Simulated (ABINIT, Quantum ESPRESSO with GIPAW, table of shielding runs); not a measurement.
# NMR shieldings of LiF (Griceite) in space group Fm-3m by two methods, part 2 of 2

How well do two plane-wave methods agree on the shieldings of LiF (Griceite) in space group Fm-3m?

ABINIT 10.8.3 and Quantum ESPRESSO with GIPAW.

So far: The starting structure; GIPAW: ground state; GIPAW: response.

### Step 4. Converse method: dipole on F1; PBE, zora 0, 22 Ha, 5×5×5 (4 shifts)

Level of this step: DFT, PBE, plane-wave PAW (JTH 2.0), scalar-relativistic datasets, non-relativistic dipole terms (zora 0), shielding from the orbital moment that a nuclear dipole induces (ABINIT).

A nuclear dipole of one atomic unit is put on one atom. The ground state with the dipole is followed by the k-derivatives of the wave functions, and the induced orbital moment, with its sign turned, is the shielding tensor applied to the dipole's direction; the site's symmetry gives the rest. The dipole breaks time reversal, so the whole zone is sampled. JTH 2.0 datasets hold the cores' Lamb term.

Input file run.abi:

```
ndtset 2
acell 3*1.0 Angstrom
rprim
  0.00000000 2.01400000 2.01400000
  2.01400000 0.00000000 2.01400000
  2.01400000 2.01400000 0.00000000
natom 2
ntypat 2
znucl 9 3
typat 1 2
xred
  0.50000000 0.50000000 0.50000000
  0.00000000 0.00000000 0.00000000
pseudos "F_PBE_JTH.xml, Li_PBE_JTH.xml"
ecut 22
pawecutdg 44
pawovlp -1
kptopt 3
ngkpt 5 5 5
nshiftk 4
shiftk 0.5 0.5 0.5  0.5 0 0  0 0.5 0  0 0 0.5
nband 5
occopt 1
nsym 1
symmorphi 0
istwfk *1
chkprim 0
chksymbreak 0
chksymtnons 0
optforces 0
optstress 0
pawcpxocc 2
usexcnhat 0
paral_atom 0
paral_kgb 0
prtden 0
prteig 0
prtebands 0
prtgsr 0
natnd 1
iatnd 1
atndlist 1 0 0
tolvrs1 1d-14
nstep1 50
rfddk2 1
rfdir2 1 1 1
iscf2 -3
getwfk2 -1
orbmag2 2
tolwfr2 1d-18
nstep2 30
prtwf2 0
```

On the command line:

```console
> abinit run.abi > log
```

Numbers of over 12 decimals in the logs are rounded to 6 here.

Output:

```text
DATASET    1 : space group P1 (#  1); Bravais aP (primitive triclinic)
[...]
Values of the parameters that define the memory need for DATASET  1.
     intxc =       0    ionmov =       0      iscf =      17    lmnmax =       9
     lnmax =       5     mgfft =      24  mpssoang =       2    mqgrid =    3001
     natom =       2  nloc_mem =       2    nspden =       1   nspinor =       1
    nsppol =       1      nsym =       1    n1xccc =       1    ntypat =       2
    occopt =       1   xclevel =       2
       mpw =         551          nfft =       13824          nkpt =         500
 PAW method is used; the additional fine FFT grid is defined by:
   mgfftf=        36    nfftf =     46656
[...]
DATASET    2 : space group P1 (#  1); Bravais aP (primitive triclinic)
[...]
Values of the parameters that define the memory need for DATASET  2 (RF).
     intxc =       0      iscf =      -3    lmnmax =       9     lnmax =       5
     mgfft =      24  mpssoang =       2    mqgrid =    3001     natom =       2
  nloc_mem =       2    nspden =       1   nspinor =       1    nsppol =       1
      nsym =       1    n1xccc =       1    ntypat =       2    occopt =       1
   xclevel =       2
      nfft =       13824          nkpt =         500
[...]
acell      1.8897261259E+00  1.8897261259E+00  1.8897261259E+00 Bohr
              amu      1.89984032E+01  6.94100000E+00
         atndlist      1.0000000000E+00  0.0000000000E+00  0.0000000000E+00
[...]
ecut      2.20000000E+01 Hartree
           getwfk1          0
           getwfk2         -1
            iatnd        1    0
             iscf1         17
             iscf2         -3
              ixc     -101130
           jdtset        1    2
     [kpt list left out]
           kptopt           3
         kptrlatt        5   -5    5     -5    5    5     -5   -5    5
[...]
natnd           1
            natom           2
            nband           5
           ndtset           2
            ngfft          24      24      24
          ngfftdg          36      36      36
             nkpt         500
            nstep1         50
            nstep2         30
             nsym           1
           ntypat           2
        nucdipmom      1.0000000000E+00  0.0000000000E+00  0.0000000000E+00
[...]
occ      2.000000  2.000000  2.000000  2.000000  2.000000
[...]
optforces           0
        optstress           0
           orbmag1          0
           orbmag2          2
        pawcpxocc           2
        pawecutdg      4.40000000E+01 Hartree
          pawovlp     -1.0000000000E+00
[...]
rfddk1          0
            rfddk2          1
            rprim      0.0000000000E+00  2.0140000000E+00  2.0140000000E+00
[...]
shiftk      5.00000000E-01  5.00000000E-01  5.00000000E-01
          spgroup           1
        symmorphi           0
           tolvrs1     1.00000000E-14
           tolvrs2     0.00000000E+00
           tolwfr1     0.00000000E+00
           tolwfr2     1.00000000E-18
            typat      1  2
        usexcnhat           0
           useylm           1
     [wtk list left out]
[...]
xred      5.0000000000E-01  5.0000000000E-01  5.0000000000E-01
[...]
znucl        9.00000    3.00000
[...]
dimensions: {natom: 2, nkpt: 500, mband: 5, nsppol: 1, nspinor: 1, nspden: 1, mpw: 551, }
cutoff_energies: {ecut:  22.0, pawecutdg:  44.0, }
electrons: {nelect:   1.00000000E+01, charge:   0.00000000E+00, occopt:   1.00000000E+00, tsmear:   1.00000000E-02, }
[...]
Unit cell volume ucvol=  1.1025670E+02 bohr^3
[...]
Coarse grid specifications (used for wave-functions):
[...]
Fine grid specifications (used for densities):
[...]
1.14382679E+02                                ecore*ucvol(ha*bohr**3)
[...]
solver: {iscf: 17, nstep: 50, nline: 4, wfoptalg: 10, }
tolerances: {tolvrs: 1.00E-14, }
[...]
ETOT  1  -31.844729009951    -3.184E+01 3.761E+00 5.151E+00
 ETOT  2  -32.044751582109    -2.000E-01 4.624E-02 1.306E+00
 ETOT  3  -32.044270729342     4.809E-04 8.723E-05 4.357E-01
 ETOT  4  -32.044479970175    -2.092E-04 4.335E-05 4.992E-03
 ETOT  5  -32.044508480502    -2.851E-05 1.209E-06 1.962E-03
 ETOT  6  -32.044505242465     3.238E-06 4.093E-07 1.099E-04
 ETOT  7  -32.044505500169    -2.577E-07 4.821E-08 3.500E-06
 ETOT  8  -32.044505498475     1.694E-09 1.946E-09 4.613E-07
 ETOT  9  -32.044505497762     7.132E-10 1.242E-10 1.010E-09
 ETOT 10  -32.044505497771    -9.656E-12 1.376E-13 2.475E-10
 ETOT 11  -32.044505497772    -4.334E-13 1.169E-14 1.155E-11
 ETOT 12  -32.044505497772    -1.847E-13 1.836E-15 1.893E-12
 ETOT 13  -32.044505497772     1.208E-13 4.187E-16 5.323E-13
 ETOT 14  -32.044505497772    -4.974E-14 1.478E-16 2.755E-14
 ETOT 15  -32.044505497772     0.000E+00 3.411E-18 5.968E-15

 At SCF step   15       nres2   =  5.97E-15 < tolvrs=  1.00E-14 =>converged.
[...]
f-sum rule ratio=    7.7061537118E-01
 Expectation of eigenvalue derivatives (hartree) for nkpt= 500  k points:
  (in case of degenerate eigenvalues, averaged derivative)
 [levels by k-point left out]

 Nine components of 2nd-order total energy (hartree) are
 1,2,3: 0th-order hamiltonian combined with 1st-order wavefunctions
     kin0=   2.40634688E+01 eigvalue=   3.14182127E+00  local=  -9.88294528E+00  nclr dpl0=  -3.33562246E-08
 4,5,6: 1st-order hamiltonian combined with 1st and 0th-order wfs
     kin1=  -3.15044568E+01  Hartree=   0.00000000E+00     xc=   0.00000000E+00  nclr dpl1=  -1.50553819E-09
 7,8,9: eventually, occupation + non-local contributions
    edocc=   0.00000000E+00     enl0=   2.78244290E-01   enl1=  -4.56238145E+00
 10: eventually, PAW "on-site" Hxc contribution: epaw1=   0.00000000E+00
 1-10 gives the relaxation energy (to be shifted if some occ is /=2.0)
   erelax=  -1.84662492E+01
 11 Contribution from 1st-order change of wavefunctions overlap
 eovl1 =  -4.32830108E-01
  No Ewald or frozen-wf contrib.: the relaxation energy is the total one
 2DEtotal=   -0.1846624924E+02 Ha. Also 2DEtotal=   -0.502492240685E+03 eV
    (  non-var. 2DEtotal :   -1.8466249243E+01 Ha)
[...]
symkpt : not enough symmetry to change the number of k points.

 Initialisation of the first-order wave-functions :
  ireadwf=   0
[...]
solver: {iscf: -3, nstep: 30, nline: 4, wfoptalg: 10, }
tolerances: {tolwfr: 1.00E-18, }
[...]
ETOT  6  -18.466249243467      1.315E-13 5.580E-16 0.000E+00
 ETOT  7  -18.466249243467      2.842E-14 3.599E-18 0.000E+00
 ETOT  8  -18.466249243467      3.553E-15 9.941E-19 0.000E+00

 At SCF step    8   max residual=  9.94E-19 < tolwfr=  1.00E-18 =>converged.
[...]
----iterations are completed or convergence reached----
[...]
f-sum rule ratio=    7.7061537117E-01
 Expectation of eigenvalue derivatives (hartree) for nkpt= 500  k points:
  (in case of degenerate eigenvalues, averaged derivative)
 [levels by k-point left out]

 Nine components of 2nd-order total energy (hartree) are
 1,2,3: 0th-order hamiltonian combined with 1st-order wavefunctions
     kin0=   2.40634688E+01 eigvalue=   3.14182127E+00  local=  -9.88294528E+00  nclr dpl0=  -3.33562246E-08
 4,5,6: 1st-order hamiltonian combined with 1st and 0th-order wfs
     kin1=  -3.15044568E+01  Hartree=   0.00000000E+00     xc=   0.00000000E+00  nclr dpl1=  -1.50553814E-09
 7,8,9: eventually, occupation + non-local contributions
    edocc=   0.00000000E+00     enl0=   2.78244290E-01   enl1=  -4.56238145E+00
 10: eventually, PAW "on-site" Hxc contribution: epaw1=   0.00000000E+00
 1-10 gives the relaxation energy (to be shifted if some occ is /=2.0)
   erelax=  -1.84662492E+01
 11 Contribution from 1st-order change of wavefunctions overlap
 eovl1 =  -4.32830108E-01
  No Ewald or frozen-wf contrib.: the relaxation energy is the total one
 2DEtotal=   -0.1846624924E+02 Ha. Also 2DEtotal=   -0.502492240679E+03 eV
    (  non-var. 2DEtotal :   -1.8466249243E+01 Ha)
[...]
symkpt : not enough symmetry to change the number of k points.

 Initialisation of the first-order wave-functions :
  ireadwf=   0
[...]
solver: {iscf: -3, nstep: 30, nline: 4, wfoptalg: 10, }
tolerances: {tolwfr: 1.00E-18, }
[...]
ETOT  2  -18.466243682713     -1.436E-02 3.240E-04 0.000E+00
 ETOT  3  -18.466249237268     -5.555E-06 2.489E-07 0.000E+00
 ETOT  4  -18.466249243160     -5.892E-09 1.956E-10 0.000E+00
 ETOT  5  -18.466249243167     -6.505E-12 7.973E-13 0.000E+00
 ETOT  6  -18.466249243167      7.816E-14 5.580E-16 0.000E+00
 ETOT  7  -18.466249243167     -8.882E-14 3.599E-18 0.000E+00
 ETOT  8  -18.466249243167      0.000E+00 9.941E-19 0.000E+00

 At SCF step    8   max residual=  9.94E-19 < tolwfr=  1.00E-18 =>converged.
[...]
----iterations are completed or convergence reached----
[...]
f-sum rule ratio=    7.7061537116E-01
 Expectation of eigenvalue derivatives (hartree) for nkpt= 500  k points:
  (in case of degenerate eigenvalues, averaged derivative)
 [levels by k-point left out]

 Nine components of 2nd-order total energy (hartree) are
 1,2,3: 0th-order hamiltonian combined with 1st-order wavefunctions
     kin0=   2.40634688E+01 eigvalue=   3.14182127E+00  local=  -9.88294528E+00  nclr dpl0=  -3.33562247E-08
 4,5,6: 1st-order hamiltonian combined with 1st and 0th-order wfs
     kin1=  -3.15044568E+01  Hartree=   0.00000000E+00     xc=   0.00000000E+00  nclr dpl1=  -1.50553809E-09
 7,8,9: eventually, occupation + non-local contributions
    edocc=   0.00000000E+00     enl0=   2.78244290E-01   enl1=  -4.56238145E+00
 10: eventually, PAW "on-site" Hxc contribution: epaw1=   0.00000000E+00
 1-10 gives the relaxation energy (to be shifted if some occ is /=2.0)
   erelax=  -1.84662492E+01
 11 Contribution from 1st-order change of wavefunctions overlap
 eovl1 =  -4.32830108E-01
  No Ewald or frozen-wf contrib.: the relaxation energy is the total one
 2DEtotal=   -0.1846624924E+02 Ha. Also 2DEtotal=   -0.502492240670E+03 eV
    (  non-var. 2DEtotal :   -1.8466249243E+01 Ha)
[...]
Orbital magnetic moment computed with DFPT derivative wavefunctions

 Orbital magnetic moment, Cartesian directions :
 -3.61824301E-04  7.01815306E-11  1.46873548E-10

 Chern vector, Cartesian directions :
 -2.91024918E-08  3.55215120E-13  5.19598850E-16

 Orbital magnetic moment, term-by-term breakdown :
     rho(1) CC :  -3.55290188E-04  2.72201517E-11  2.83116337E-11
    rho(1) VV1 :  -1.90383724E-04 -1.54163446E-13 -5.24705265E-14
    rho(1) VV2 :   6.58715441E-06 -2.09337840E-12  4.03126566E-13
     rho(0) NL :   1.57717109E-04  2.42457817E-10  2.28486519E-10
   <L_R> terms :   3.76928774E-04 -1.97255565E-10 -1.10281557E-10
 <A0.An> terms :  -5.09661989E-05  6.66904921E-15  6.29626224E-15
    Lamb terms :  -3.06417227E-04  0.00000000E+00  0.00000000E+00
 Chern vector, term-by-term breakdown :
  Ch CC :  -1.88416566E-06  2.49012384E-13 -1.87470056E-14
 Ch vv1 :   1.85506317E-06  1.06202749E-13  1.92665875E-14
 Ch vv2 :   8.47032947E-21 -1.37693334E-20  1.68914726E-20
[...]
---- first-order wavefunction calculations are completed ----

 respfn : d/dk was computed, but no 2DTE, so no DDB output.

== END DATASET(S) ==

[key lines of the parts left out:]
Total energy DC (eV): -2.92650493648569E+03
```

It took 13 min on 1 thread of Intel Xeon at 2.70GHz, shared host; peak memory 0.3 GiB.

Along the dipole the shielding is 361.8 ppm. The Chern vector, which should vanish, has length 2.9e-08.

### Step 5. Converse method: dipole on F1; PBE, zora 0, 22 Ha, 4×4×4 (4 shifts)

Against the first converse run the mesh is changed, to see how fast the orbital moment converges.

Edit run.abi of step 4 so:

```diff
@@ -18,3 +18,3 @@
 kptopt 3
-ngkpt 5 5 5
+ngkpt 4 4 4
 nshiftk 4
```

On the command line:

```console
> abinit run.abi > log
```

Output:

```text
[... set-up and SCF cycles left out ...]

 Orbital magnetic moment computed with DFPT derivative wavefunctions

 Orbital magnetic moment, Cartesian directions :
 -3.61813874E-04 -5.47906824E-11  1.28880977E-11

 Chern vector, Cartesian directions :
 -2.83941277E-08  1.92388781E-14  2.23549976E-13

 Orbital magnetic moment, term-by-term breakdown :
     rho(1) CC :  -3.55371888E-04 -9.75813471E-13 -4.79746611E-11
    rho(1) VV1 :  -1.90305295E-04  2.67798498E-13 -1.65716933E-13
    rho(1) VV2 :   6.58812464E-06  3.48037040E-12 -5.41696991E-12
     rho(0) NL :   1.57720306E-04  5.51933477E-11  4.14968226E-12
   <L_R> terms :   3.76938265E-04 -1.12756683E-10  6.22954242E-11
 <A0.An> terms :  -5.09661599E-05  2.97539597E-16  3.39193424E-16
    Lamb terms :  -3.06417227E-04  0.00000000E+00  0.00000000E+00
 Chern vector, term-by-term breakdown :
  Ch CC :  -1.88371541E-06  2.56185311E-13  2.07935238E-14
 Ch vv1 :   1.85532128E-06 -2.36946429E-13  2.02756452E-13
 Ch vv2 :   3.38813179E-21 -3.94797824E-21  9.79609176E-22
[...]
---- first-order wavefunction calculations are completed ----

 respfn : d/dk was computed, but no 2DTE, so no DDB output.

== END DATASET(S) ==
```

Run time: 7.4 min. Hardware: 1 thread; peak memory 0.19 GiB.

Along the dipole the shielding is 361.8 ppm. The Chern vector, which should vanish, has length 2.8e-08.

### Step 6. Converse method: dipole on F1; PBE, zora 0, 22 Ha, 3×3×3 (4 shifts)

Against the first converse run the mesh is changed, to see how fast the orbital moment converges.

Edit run.abi of step 5 so:

```diff
@@ -18,3 +18,3 @@
 kptopt 3
-ngkpt 4 4 4
+ngkpt 3 3 3
 nshiftk 4
```

On the command line:

```console
> abinit run.abi > log
```

Output:

```text
[... set-up and SCF cycles left out ...]

 Orbital magnetic moment computed with DFPT derivative wavefunctions

 Orbital magnetic moment, Cartesian directions :
 -3.61675286E-04  4.77153509E-10  7.01842326E-10

 Chern vector, Cartesian directions :
 -1.90365230E-08 -1.89901498E-12  2.30801635E-12

 Orbital magnetic moment, term-by-term breakdown :
     rho(1) CC :  -3.55403692E-04  3.41661124E-10  1.12263536E-10
    rho(1) VV1 :  -1.90117770E-04 -9.12651684E-13 -3.48180002E-14
    rho(1) VV2 :   6.58748971E-06 -1.56499679E-11  5.34742000E-12
     rho(0) NL :   1.57714021E-04  2.54924291E-10  2.48749499E-10
   <L_R> terms :   3.76928245E-04 -1.02865901E-10  3.35543236E-10
 <A0.An> terms :  -5.09663523E-05 -3.38499063E-15 -2.65476577E-14
    Lamb terms :  -3.06417227E-04  0.00000000E+00  0.00000000E+00
 Chern vector, term-by-term breakdown :
  Ch CC :  -1.87381801E-06 -2.58636382E-12  2.34730663E-12
 Ch vv1 :   1.85478149E-06  6.87348838E-13 -3.92902759E-14
 Ch vv2 :  -3.38813179E-21  2.88376678E-21 -6.37035851E-21
[...]
---- first-order wavefunction calculations are completed ----

 respfn : d/dk was computed, but no 2DTE, so no DDB output.

== END DATASET(S) ==
```

Elapsed: 3 min, on 1 thread; peak memory 0.13 GiB.

Along the dipole the shielding is 361.7 ppm. The Chern vector, which should vanish, has length 1.9e-08.

### Step 7. All levels side by side

The runs with the dipole on the other atom differ from those above in iatnd alone.

```csv
level,dipole on,shielding along it (ppm),Chern vector
"PBE, zora 0, 22 Ha, 5×5×5 (4 shifts)",F1,361.8,2.9e-08
"PBE, zora 0, 22 Ha, 5×5×5 (4 shifts)",Li2,81.7,2.5e-09
"PBE, zora 0, 22 Ha, 4×4×4 (4 shifts)",F1,361.8,2.8e-08
"PBE, zora 0, 22 Ha, 4×4×4 (4 shifts)",Li2,81.7,2.5e-09
"PBE, zora 0, 22 Ha, 3×3×3 (4 shifts)",F1,361.7,1.9e-08
"PBE, zora 0, 22 Ha, 3×3×3 (4 shifts)",Li2,81.7,1.9e-09
```

Isotropic shieldings in ppm, all without the macroscopic shape term. Core time is summed over the runs of a row, on shared hosts.

```csv
method,functional,relativity,cutoff,mesh,core time,σ F1,σ Li2
GIPAW,PBE,scalar,55 Ry,11×11×11,3.4 min,361.9,81.1
converse,PBE,zora 0,22 Ha,"5×5×5, 4 shifts",26 min,361.8,81.7
converse,PBE,zora 0,22 Ha,"4×4×4, 4 shifts",14 min,361.8,81.7
converse (the coarsest setting),PBE,zora 0,22 Ha,"3×3×3, 4 shifts",5.9 min,361.7,81.7
```

### Step 8. Outcome

```yaml
sigma_iso_of_19f_f1_gipaw: 361.9 ppm
sigma_iso_of_19f_f1_converse_zora_0: 361.8 ppm
sigma_iso_of_7li_li2_gipaw: 81.1 ppm
sigma_iso_of_7li_li2_converse_zora_0: 81.7 ppm
```

What this shows: Without spin-orbit coupling the converse values lie -0.0 ppm (F1) and +0.5 ppm (Li2) from GIPAW's, at 7.7 times the core time. From mesh 4×4×4, 4 shifts to 5×5×5, 4 shifts the converse values move by +0.0 ppm (F1) and +0.0 ppm (Li2). This build of gipaw.x prints that it isn't audited and that its numbers are no references by themselves. GIPAW's mesh and the cutoffs were not varied. Atoms are fixed at the given structure, with no thermal motion. The shape term of a sphere, left out, would add about 7 ppm to every shielding, by GIPAW's valence susceptibility.

[Banner, clock, file and dataset-listing lines were taken out of the logs.]

[Logs are printed without paths, hosts, clocks, repeated set-up lines and the standing remarks that a program may print on its own settings, such as how far it seeks lower states.]

[Hosts, paths, dates, database ids (printed as entryN), source tags and the programs' standing remarks are cut or masked in the printed files.]
